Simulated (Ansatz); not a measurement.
# Be3VSn2: relaxing a made-up structure

Starting from a made-up structure for Be3VSn2, the aim is the relaxed cell, its shortest contacts and, where a second run follows, its electronic structure.

Program: Ansatz 0.2.0. Level of theory: DFT, PBEsol, plane-wave PAW, files of the set soft_1, scalar-relativistic, ferromagnetic start, cell and ions relaxed at zero pressure; PAW set soft_1, in the first sound run; inputs show where later runs differ. Results are calculated unless marked as measured.

### 1. Starting point

Symmetry: R-3m, No. 166, trigonal system. Conventional cell: a = 5.069 Å, b = 5.069 Å, c = 12.086 Å, α = 90.00°, β = 90.00°, γ = 120.00°. Nearest to Sn lie 9 Be at 2.89 to 2.97 Å and 3 V at 2.96 Å and 4 Sn at 3.08 Å. Nearest to V lie 6 Be at 2.49 Å and 6 Sn at 2.96 Å. Nearest to Be lie 2 V at 2.49 Å and 4 Be at 2.53 Å and 6 Sn at 2.89 to 2.97 Å. Farther neighbours are not listed.

Structure file:

```cif
data_structure
_symmetry_space_group_name_H-M 'P 1'
_symmetry_Int_Tables_number 1
_cell_length_a 4.9795
_cell_length_b 4.9795
_cell_length_c 4.9795
_cell_angle_alpha 61.193
_cell_angle_beta 61.193
_cell_angle_gamma 61.193
_cell_volume 89.65
loop_
_atom_site_label
_atom_site_type_symbol
_atom_site_fract_x
_atom_site_fract_y
_atom_site_fract_z
_atom_site_occupancy
Sn1 Sn 0.37243 0.37243 0.37243 1
Sn2 Sn 0.62757 0.62757 0.62757 1
V3 V 0.00000 0.00000 0.00000 1
Be4 Be 0.00000 0.00000 0.50000 1
Be5 Be 0.50000 0.00000 0.00000 1
Be6 Be 0.00000 0.50000 0.00000 1
```

### 2. Relaxation of the guess

The guess takes its coordinates from another compound and its volume from a rule, so the cell and any free coordinates are relaxed together.

File input.yaml:

```yaml
crystal:
  lattice:
    - [2.5345, 1.463294257, 4.028666667]
    - [-2.5345, 1.463294257, 4.028666667]
    - [0.0, -2.926588515, 4.028666667]
  atoms:
    - { symbol: Sn, position: [0.372433333, 0.372433333, 0.372433333] }
    - { symbol: Sn, position: [0.627566667, 0.627566667, 0.627566667] }
    - { symbol: V, position: [0.0, 0.0, 0.0], spin: 2.0 }
    - { symbol: Be, position: [0.0, 0.0, 0.5] }
    - { symbol: Be, position: [0.5, 0.0, 0.0] }
    - { symbol: Be, position: [0.0, 0.5, 0.0] }
magnetization:
  spin_polarized: true
kpoints:
  mp_grid: { grid: [7, 7, 7] }
scf:
  occupations: { method: fermi_dirac, width: 0.05 }
hamiltonian:
  xc: pbesol
  pseudopotentials: { kind: paw, azcp: { folder: soft_1 }, xc_functional: pbe }
relax:
  f_tol: 0.015
  max_steps: 70
  cell: {}
output:
  forces: true
  stress: true
```

Launch:

```console
$ ansatz run input.yaml --threads 4 --pin off --max-ram 10240MiB --backend cpu --events-out ev --progress --plain --runs-dir out
```

Numbers of over 12 decimals in the logs are rounded to 6 here.

Log:

```text
Engine: ansatz 0.2.0, x86_64-unknown-linux-gnu
Pseudopotentials: kind: paw
Pseudopotential: Sn, paw, valence charge 14, recommended cutoff 420 eV (normal), soft_1/Sn.paw.azcp
Pseudopotential: V, paw, valence charge 13, recommended cutoff 420 eV (normal), soft_1/V.paw.azcp
Pseudopotential: Be, paw, valence charge 2, recommended cutoff 420 eV (normal), soft_1/Be.paw.azcp
Functional definition: PBEsol
  exchange = pbesol_x
  correlation = pbesol_c
Crystal: 6 atoms, lattice volume = 89.647 Å³
Basis set: ecut = 420 eV, 1765 PW (Γ), exchange–correlation on 72×72×72 points (8 copies of the dense FFT grid, shifted against one another)
Bands: 31, of which v1, the nominal top of the filled ones, is band 24 counted from 1 (23 counted from 0)
Symmetry: 12 space group operations
Space group: R-3m (ITA 166), of the structure as read, at distance tolerance 4.5e-5 Å
Magnetic group: BNS 166.97 (UNI 1327), of the structure as read, at distance tolerance 4.5e-5 Å
k-points: 44 of 343
Non-local potential: Sn, projectors of the file, l = 0: 2, l = 1: 2, l = 2: 2, l = 3: 1
Non-local potential: V, projectors of the file, l = 0: 3, l = 1: 2, l = 2: 3, l = 3: 1
Non-local potential: Be, projectors of the file, l = 0: 2, l = 1: 2, l = 2: 1
PAW form: soft (Blöchl's): semilocal exchange-correlation on the pseudo side does not see the compensation charge
PAW frozen core: Sn, regenerated for the run's functional, and the local potential with it (the file was generated under x = pbe(κ = 0.804, μ = 0.219515), c = pbe(β = 0.066725))
PAW frozen core: V, regenerated for the run's functional, and the local potential with it (the file was generated under x = pbe(κ = 0.804, μ = 0.219515), c = pbe(β = 0.066725))
PAW frozen core: Be, regenerated for the run's functional, and the local potential with it (the file was generated under x = pbe(κ = 0.804, μ = 0.219515), c = pbe(β = 0.066725))
PAW one-centre angular grid: Sn, 590 points (default); XC on 64 Gauss nodes
PAW one-centre angular grid: V, 590 points (default); XC on 64 Gauss nodes
PAW one-centre angular grid: Be, 110 points (default); XC on 64 Gauss nodes
Initial density: superposition of atomic densities (chi_scale 0.1, normalization cell)
Starting moments: Σ|m| = 2 μB on 1 of 6 sites
Initial wavefunctions: pseudopotential atomic-orbital guess
Functional: x = pbesol(κ = 0.804, μ = 0.123457), c = pbesol(β = 0.046)
SCF iter   1: F=—  HF=-15054.701493 eV  |F-HF|=—  |Δ(HF+E_count)|=         —  Δρ=2.93e-2 (↑2.93e-2 ↓2.28e-2)  dr2=2.62e0  dr2_m=2.99e-1  M=1.169 μB ∫|m|=1.667 μB  β_m=0.30  ethr=3.10e-3  ⟨swp⟩=6.5  Hψ=12314  notcnv=0
Mixer restart at iter 1: flushing history
preconditioner: auto → Kerker (q_TF=auto, 2.450 Å⁻¹)  [metal: Δε(μ)=0.030 eV  Ē_g=14.773 eV  σ=0.050 eV  W_gap=0.15  n_scr=14 (ndim 8)  ℏωp=24.5 eV  f_vac=0.000  D(μ)=2.26/eV (n_scr^D=14)]
spin=Collinear: Kerker preconditioning applied to the charge; magnetization (m = ρ↑ − ρ↓) channel mixes plain (no charge-response kernel on spin).
SCF iter   2: F=—  HF=-15054.426890 eV  |F-HF|=—  |Δ(HF+E_count)|=   2.75e-1  Δρ=2.11e-2 (↑1.89e-2 ↓2.11e-2)  dr2=1.85e0  dr2_m=1.71e-1  M=1.096 μB ∫|m|=1.622 μB  β_m=0.65  ethr=3.10e-3  ⟨swp⟩=2.0  Hψ=3916  notcnv=0  defer=105
SCF iter   3: F=—  HF=-15054.544478 eV  |F-HF|=—  |Δ(HF+E_count)|=   1.18e-1  Δρ=1.23e-2 (↑1.23e-2 ↓8.52e-3)  dr2=2.87e-1  dr2_m=5.71e-2  M=0.846 μB ∫|m|=1.317 μB  β_m=0.69  ethr=3.10e-3  ⟨swp⟩=2.5  Hψ=4124  notcnv=0  defer=106
SCF iter   4: F=—  HF=-15054.449519 eV  |F-HF|=—  |Δ(HF+E_count)|=         —  Δρ=1.67e-2 (↑1.67e-2 ↓1.11e-2)  dr2=4.86e-2  dr2_m=1.52e-1  M=0.339 μB ∫|m|=0.614 μB  β_m=0.69  ethr=6.10e-4  ⟨swp⟩=2.5  Hψ=4800  notcnv=0  defer=119
Mixer restart at iter 4: flushing history
SCF iter   5: F=—  HF=-15054.558559 eV  |F-HF|=—  |Δ(HF+E_count)|=   1.09e-1  Δρ=9.64e-3 (↑9.64e-3 ↓7.20e-3)  dr2=1.70e-2  dr2_m=5.70e-2  M=0.228 μB ∫|m|=0.401 μB  β_m=0.85  ethr=1.03e-4  ⟨swp⟩=2.0  Hψ=5252  notcnv=0  defer=119
SCF iter   6: F=—  HF=-15054.574314 eV  |F-HF|=—  |Δ(HF+E_count)|=   1.58e-2  Δρ=2.11e-3 (↑2.11e-3 ↓9.56e-4)  dr2=3.68e-3  dr2_m=1.84e-3  M=0.052 μB ∫|m|=0.085 μB  β_m=0.87  ethr=3.62e-5  ⟨swp⟩=2.0  Hψ=4668  notcnv=0  defer=118
SCF iter   7: F=—  HF=-15054.571040 eV  |F-HF|=—  |Δ(HF+E_count)|=   3.27e-3  Δρ=2.11e-3 (↑1.75e-3 ↓2.11e-3)  dr2=1.60e-2  dr2_m=4.06e-5  M=0.011 μB ∫|m|=0.016 μB  β_m=0.72  ethr=7.84e-6  ⟨swp⟩=2.1  Hψ=5617  notcnv=0  defer=114  recentre
SCF iter   8: F=—  HF=-15054.575047 eV  |F-HF|=—  |Δ(HF+E_count)|=   4.01e-3  Δρ=1.16e-3 (↑2.29e-4 ↓1.16e-3)  dr2=1.75e-3  dr2_m=2.76e-4  M=0.022 μB ∫|m|=0.035 μB  β_m=0.86  ethr=7.84e-6  ⟨swp⟩=2.0  Hψ=5330  notcnv=0  defer=114
SCF iter   9: F=—  HF=-15054.576369 eV  |F-HF|=—  |Δ(HF+E_count)|=   1.32e-3  Δρ=8.00e-4 (↑1.54e-4 ↓8.00e-4)  dr2=9.03e-4  dr2_m=1.32e-4  M=0.011 μB ∫|m|=0.017 μB  β_m=0.79  ethr=3.73e-6  ⟨swp⟩=2.0  Hψ=3022  notcnv=0  defer=114
SCF iter  10: F=—  HF=-15054.576661 eV  |F-HF|=—  |Δ(HF+E_count)|=   2.92e-4  Δρ=2.30e-4 (↑7.47e-5 ↓2.30e-4)  dr2=8.77e-5  dr2_m=9.96e-6  M=0.004 μB ∫|m|=0.005 μB  β_m=0.90  ethr=1.92e-6  ⟨swp⟩=2.0  Hψ=3132  notcnv=0  defer=114
SCF iter  11: F=—  HF=-15054.576689 eV  |F-HF|=—  |Δ(HF+E_count)|=   2.77e-5  Δρ=2.81e-5 (↑2.81e-5 ↓2.36e-5)  dr2=5.97e-7  dr2_m=4.26e-7  M=0.001 μB ∫|m|=0.001 μB  β_m=0.95  ethr=1.87e-7  ⟨swp⟩=2.0  Hψ=3281  notcnv=0  defer=114
SCF iter  12: F=—  HF=-15054.576689 eV  |F-HF|=—  |Δ(HF+E_count)|=   3.00e-8  Δρ=6.57e-6 (↑4.58e-6 ↓6.57e-6)  dr2=2.14e-8  dr2_m=2.30e-8  M=0.000 μB ∫|m|=0.000 μB  β_m=0.97  ethr=1.27e-9  ⟨swp⟩=2.5  Hψ=5009  notcnv=0  defer=114
SCF iter  13: F=—  HF=-15054.576689 eV  |F-HF|=—  |Δ(HF+E_count)|=   4.83e-9  Δρ=9.16e-7 (↑9.16e-7 ↓5.75e-7)  dr2=2.49e-9  dr2_m=5.26e-11  M=-0.000 μB ∫|m|=0.000 μB  β_m=0.99  ethr=4.56e-11  ⟨swp⟩=2.0  Hψ=3542  notcnv=0  defer=114
SCF iter  14: F=-15054.576689 eV  HF=-15054.576689 eV  |F-HF|=2.03e-9  |Δ(HF+E_count)|=  2.73e-10  Δρ=6.31e-7 (↑5.86e-7 ↓6.31e-7)  dr2=2.13e-9  dr2_m=7.75e-13  M=0.000 μB ∫|m|=0.000 μB  ethr=5.29e-12  ⟨swp⟩=1.7  Hψ=6786  notcnv=0
WARN: the starting moments were not kept: the SCF closed with an absolute magnetisation of 3.1e-6 μB, where they sum to 2 μB in size (1 site). That is at most 0.1 of that sum. Measured as dr2_m measures the in/out step, that magnetisation stands 3.5e-12 eV from none, at or under the dr2_threshold of 1.0e-7 eV: it is no larger than a step whose dr2_m would equal this threshold. The system may hold no moment; this SCF  [...]
SCF 1 converged in 14 iterations: F = -15054.576689 eV  dr2 = 2.13e-9
[...]
the starting moments were not kept: the SCF closed with an absolute magnetisation of 2.1e-5 μB, where they sum to 2 μB in size (1 site). That is at most 0.1 of that sum. Measured as dr2_m measures the in/out step, that magnetisation stands 1.5e-10 eV from none, at or under the dr2_threshold of 6.0e-7 eV: it is no larger than a step whose dr2_m would equal this threshold.
SCF 3 converged in 10 iterations: F = -15054.739358 eV  dr2 = 8.78e-9
relax step   3: F+E_penalty+E_count = -15054.73935784 eV  Δ(F+E_penalty+E_count) = -1.083e-1 eV  max|allowed force component| = 1.053e-1 eV/Å  Δτ_max = 0.0817 Å  P = -0.288 GPa  Ω = 83.901 Å³  energy of the carried Pulay correction = +1.174e-3 eV  (10 SCF iters, dr2 threshold 6.00e-7 eV, accepted)
[...]
relax step   4: F+E_penalty+E_count = -15054.74411291 eV  Δ(F+E_penalty+E_count) = -4.755e-3 eV  max|allowed force component| = 3.241e-2 eV/Å  Δτ_max = 0.0113 Å  P = -0.230 GPa  Ω = 83.930 Å³  energy of the carried Pulay correction = +1.168e-3 eV  (7 SCF iters, dr2 threshold 6.00e-7 eV, accepted)
[...]
relax step   5: F+E_penalty+E_count = -15054.74455775 eV  Δ(F+E_penalty+E_count) = -4.448e-4 eV  max|allowed force component| = 7.795e-3 eV/Å  Δτ_max = 0.0049 Å  P = +0.024 GPa  Ω = 83.721 Å³  energy of the carried Pulay correction = +1.212e-3 eV  (8 SCF iters, dr2 threshold 2.16e-7 eV, accepted)
Initial wavefunctions: pseudopotential atomic-orbital guess (no wavefunctions were taken with the density)
iter 1 solved again at ethr=5.69e-8 eV; its pass at ethr=3.10e-3 eV (dr2=2.68e-5 eV) is discarded
SCF iter   1: F=—  HF=-15054.743509 eV  |F-HF|=—  |Δ(HF+E_count)|=         —  Δρ=4.27e-5 (↑4.27e-5 ↓4.20e-5)  dr2=5.78e-6  dr2_m=1.66e-10  M=0.000 μB ∫|m|=0.000 μB  β_m=0.65  ethr=5.69e-8  ⟨swp⟩=3.8  Hψ=20674  notcnv=0
preconditioner: auto → Kerker (q_TF=auto, 2.366 Å⁻¹)  [metal: Δε(μ)=0.019 eV  Ē_g=15.605 eV  σ=0.050 eV  W_gap=0.09  n_scr=14 (ndim 8)  ℏωp=25.3 eV  f_vac=0.000  D(μ)=2.57/eV (n_scr^D=14)]
spin=Collinear: Kerker preconditioning applied to the charge; magnetization (m = ρ↑ − ρ↓) channel mixes plain (no charge-response kernel on spin).
SCF iter   2: F=—  HF=-15054.743508 eV  |F-HF|=—  |Δ(HF+E_count)|=   7.68e-7  Δρ=1.34e-5 (↑1.34e-5 ↓1.32e-5)  dr2=6.46e-7  dr2_m=6.92e-11  M=0.000 μB ∫|m|=0.000 μB  β_m=0.59  ethr=1.23e-8  ⟨swp⟩=2.0  Hψ=3072  notcnv=0
SCF iter   3: F=—  HF=-15054.743509 eV  |F-HF|=—  |Δ(HF+E_count)|=   3.01e-7  Δρ=4.68e-6 (↑4.43e-6 ↓4.68e-6)  dr2=4.79e-8  dr2_m=2.43e-11  M=0.000 μB ∫|m|=0.000 μB  β_m=0.69  ethr=1.37e-9  ⟨swp⟩=2.0  Hψ=4724  notcnv=0
SCF iter   4: F=—  HF=-15054.743510 eV  |F-HF|=—  |Δ(HF+E_count)|=   1.01e-6  Δρ=6.06e-6 (↑5.85e-6 ↓6.06e-6)  dr2=2.11e-7  dr2_m=9.46e-12  M=0.000 μB ∫|m|=0.000 μB  β_m=0.69  ethr=1.02e-10  ⟨swp⟩=2.0  Hψ=4756  notcnv=0
SCF iter   5: F=—  HF=-15054.743510 eV  |F-HF|=—  |Δ(HF+E_count)|=   6.11e-7  Δρ=4.25e-6 (↑4.10e-6 ↓4.25e-6)  dr2=1.44e-7  dr2_m=5.28e-12  M=0.000 μB ∫|m|=0.000 μB  β_m=0.85  ethr=1.02e-10  ⟨swp⟩=2.0  Hψ=4848  notcnv=0
SCF iter   6: F=—  HF=-15054.743511 eV  |F-HF|=—  |Δ(HF+E_count)|=   2.14e-7  Δρ=4.07e-6 (↑3.96e-6 ↓4.07e-6)  dr2=9.94e-8  dr2_m=2.46e-12  M=0.000 μB ∫|m|=0.000 μB  β_m=0.85  ethr=1.02e-10  ⟨swp⟩=2.0  Hψ=3588  notcnv=0
SCF iter   7: F=—  HF=-15054.743511 eV  |F-HF|=—  |Δ(HF+E_count)|=   2.23e-7  Δρ=2.09e-7 (↑2.09e-7 ↓1.95e-7)  dr2=1.19e-10  dr2_m=9.71e-14  M=0.000 μB ∫|m|=0.000 μB  β_m=0.91  ethr=1.02e-10  ⟨swp⟩=2.1  Hψ=4859  notcnv=0
SCF iter   8: F=—  HF=-15054.743511 eV  |F-HF|=—  |Δ(HF+E_count)|=  8.19e-10  Δρ=4.45e-8 (↑4.43e-8 ↓4.45e-8)  dr2=3.10e-12  dr2_m=2.79e-14  M=0.000 μB ∫|m|=0.000 μB  β_m=0.96  ethr=1.00e-12  ⟨swp⟩=2.0  Hψ=4850  notcnv=0
SCF iter   9: F=-15054.743511 eV  HF=-15054.743511 eV  |F-HF|=2.36e-11  |Δ(HF+E_count)|=  1.09e-11  Δρ=6.52e-8 (↑6.08e-8 ↓6.52e-8)  dr2=2.45e-11  dr2_m=3.78e-15  M=0.000 μB ∫|m|=0.000 μB  ethr=1.00e-12  ⟨swp⟩=3.0  Hψ=8071  notcnv=0
the starting moments were not kept: the SCF closed with an absolute magnetisation of 2.1e-7 μB, where they sum to 2 μB in size (1 site). That is at most 0.1 of that sum. Measured as dr2_m measures the in/out step, that magnetisation stands 1.6e-14 eV from none, at or under the dr2_threshold of 6.0e-11 eV: it is no larger than a step whose dr2_m would equal this threshold.
SCF 6 converged in 9 iterations: F = -15054.743511 eV  dr2 = 2.45e-11
relax step   6: F+E_penalty+E_count = -15054.74351082 eV  Δ(F+E_penalty+E_count) = +1.047e-3 eV  max|allowed force component| = 7.835e-3 eV/Å  Δτ_max = 0.0000 Å  P = +0.019 GPa  Ω = 83.721 Å³  stress off target by 4.12e-2 GPa  SCF on the basis re-selected at this cell (its energy is not comparable with the rows above)  (9 SCF iters)
basis re-selected at this cell: Δ(F+E_penalty+E_count) = +1.047e-3 eV, ΔP = -0.005 GPa vs the last step (what re-selecting the basis moved, of the pressure what is left beyond the Pulay correction that the steps carried, after the strain that the cell walked since its last selection, with what the two solves' SCF thresholds leave and, on support functions, any second-order correction that the steps lacked; it is no m [...]
SCF converged after 9 iterations
Magnetization: 0.0000 μB (23.5000 up, 23.5000 down)
Absolute magnetization: 0.0000 μB (∫|ρ↑−ρ↓|, with the PAW one-centre terms)
Spin contamination: 0.0000 ħ² per cell (⟨S²⟩ above its minimum at these occupations)
Per-site moments (μB) at R_I (Å): [(-2.9751435982460645e-9, 1.171580), (-2.9751437299030627e-9, 1.171580), (1.351476768581586e-7, 1.014348), (-4.564351433235722e-9, 1.011195), (-4.564351548883594e-9, 1.011195), (-4.56435165981989e-9, 1.011195)]
Free energy (F): -15054.743511 eV
Harris-Foulkes:  -15054.743511 eV  (|F-HF|=2.36e-11)
Internal energy: -15054.720949 eV  (E = F + TS)
E sigma→0 (E₀):  -15054.732230 eV
Entropy (-TS):   -0.022561 eV (-3.760 meV/atom)
Fermi energy:    12.023407 eV
--- Per-component energies (eV) ---
  E_band       = -273.725601
  E_kinetic    = 694.364376
  E_local      = -3444.433869  (includes V_loc(G=0)·N_el)
  E_nonlocal   = 390.889262
  E_hartree    = 1661.051146
  E_xc         = -424.791063
  E_vxc        = -368.956942  (∫ρ·V_xc dr)
  E_paw        = -9863.494747  (= ΣΔE_a)
  E_vpaw       = -867.692111  (= ΣTr[D̂ρ^β])
  E_aug_tail   = 0.001597  (compensation charges beyond the density's cutoff)
  E_ewald      = -4069.055604
  E_core_change = 0.747952  (= ΣΔE_core)
  E_smearing   = -0.022561  (= −TS)
  E_closure    = -0.000000  (closes the sum)
  Σ components = -15054.743511   (vs F -15054.743511, Δ=0.00e0)
--- Forces (eV/Å), atoms counted from 1 ---
  atom   1  Sn     0.00000000    -0.00000000     0.00783508
  atom   2  Sn    -0.00000000     0.00000000    -0.00783508
  atom   3  V      0.00000000     0.00000000    -0.00000000
  atom   4  Be    -0.00000000    -0.00000000     0.00000000
  atom   5  Be     0.00000000     0.00000000    -0.00000000
  atom   6  Be     0.00000000     0.00000000     0.00000000
  max |Σ_I F_I| component: 6.84e-30 eV/Å
--- Stress (GPa, compression-positive) ---
        0.007387       0.000000      -0.000000
        0.000000       0.007387      -0.000000
       -0.000000      -0.000000       0.041154
  P = ⅓ Tr σ = 0.0186 GPa (0.186 kbar)
--- Relaxed structure (5 steps of the walk, 5 accepted, 1 SCFs on fresh bases) ---
  F+E_penalty+E_count = -15054.74351082 eV   max|allowed force component| = 7.835e-3 eV/Å   (the final SCF, on the basis selected at the relaxed cell)
  cell:  # Å, volume = 83.7207 Å³
    - [2.451381, 1.415306, 4.021801]
    - [-2.451381, 1.415306, 4.021801]
    - [0, -2.830611, 4.021801]
  atoms:
    - { symbol: Sn, position: [0.370758, 0.370758, 0.370758] }
    - { symbol: Sn, position: [0.629242, 0.629242, 0.629242] }
    - { symbol: V, position: [5.741265847859071e-19, 5.741265847859072e-19, 5.741265846892566e-19] }
    - { symbol: Be, position: [0.0, 0.0, 0.5] }
    - { symbol: Be, position: [0.5, 0.0, 2.7755575615628914e-17] }
    - { symbol: Be, position: [0.0, 0.5, 2.7755575615628914e-17] }
```

The job ended after 19 s (4 threads of Intel Xeon at 2.60GHz (Ice Lake), shared host; peak memory 0.62 GiB; 70 s of CPU time).

Step by step:

```csv
step,energy less that of the first step (eV),largest force component (eV/Å),pressure (GPa),volume (Å³)
1,0.0000,0.3600,-6.53,89.65
2,-0.0543,0.6933,5.55,80.55
3,-0.1627,0.1052,-0.29,83.90
4,-0.1674,0.0324,-0.23,83.93
5,-0.1679,0.0078,0.02,83.72
6*,-0.1668,0.0078,0.02,83.72
```

Relaxation steps marked * repeat the geometry before them on a plane-wave basis chosen anew for their cell, so energy and pressure can jump there.

The run keeps the 12 symmetry operations that it works with, so distortions that break them were not tested.

```csv
"conventional cell, symmetrised",before,after,change
a (Å),5.069,4.903,-3.3 %
b (Å),5.069,4.903,-3.3 %
c (Å),12.086,12.065,-0.2 %
volume (Å³/atom),14.94,13.95,-6.6 %
```

The atoms that moved most (Å, as changes of fractional coordinates times the final cell):

```csv
atom,dx,dy,dz,length
Sn2,0.000,0.000,0.020,0.020
Sn1,0.000,0.000,-0.020,0.020
```

The relaxed structure:

```xyz
6
Lattice="2.4514 1.4153 4.0218 -2.4514 1.4153 4.0218 0.0000 -2.8306 4.0218" Properties=species:S:1:pos:R:3 pbc="T T T"
Sn    0.0000    0.0000    4.4733
Sn    0.0000    0.0000    7.5921
V     0.0000    0.0000    0.0000
Be    0.0000   -1.4153    2.0109
Be    1.2257    0.7077    2.0109
Be   -1.2257    0.7077    2.0109
```

This step gave:

| Property | Result |
| --- | --- |
| free energy | -15054.7435 eV |
| energy at zero smearing | -15054.7322 eV |
| smearing term TS | 0.02256 eV |
| Fermi energy | 12.02 eV |
| electrons | 47 |
| symmetry operations | 12 |
| pressure | 0.01864 GPa |

The shortest distance of each pair, which need not be the same contact before and after:

```csv
pair,guess (Å),relaxed (Å)
Be–Be,2.534,2.451
Be–V,2.490,2.459
Be–Sn,2.885,2.840
Sn–V,2.964,2.866
Sn–Sn,3.075,2.971
```

The relaxation ends with a largest force component of 0.0078 eV/Å and a pressure of 0.02 GPa. No moment survives the cycle: this start ends non-magnetic.

(Part 1 of 2 ends here.)

[Logs are printed without paths, hosts, clocks, repeated set-up lines and the standing remarks that a program may print on its own settings, such as how far it seeks lower states.]

[Hosts, paths, dates, database ids (printed as entryN), source tags and the programs' standing remarks are cut or masked in the printed files.]
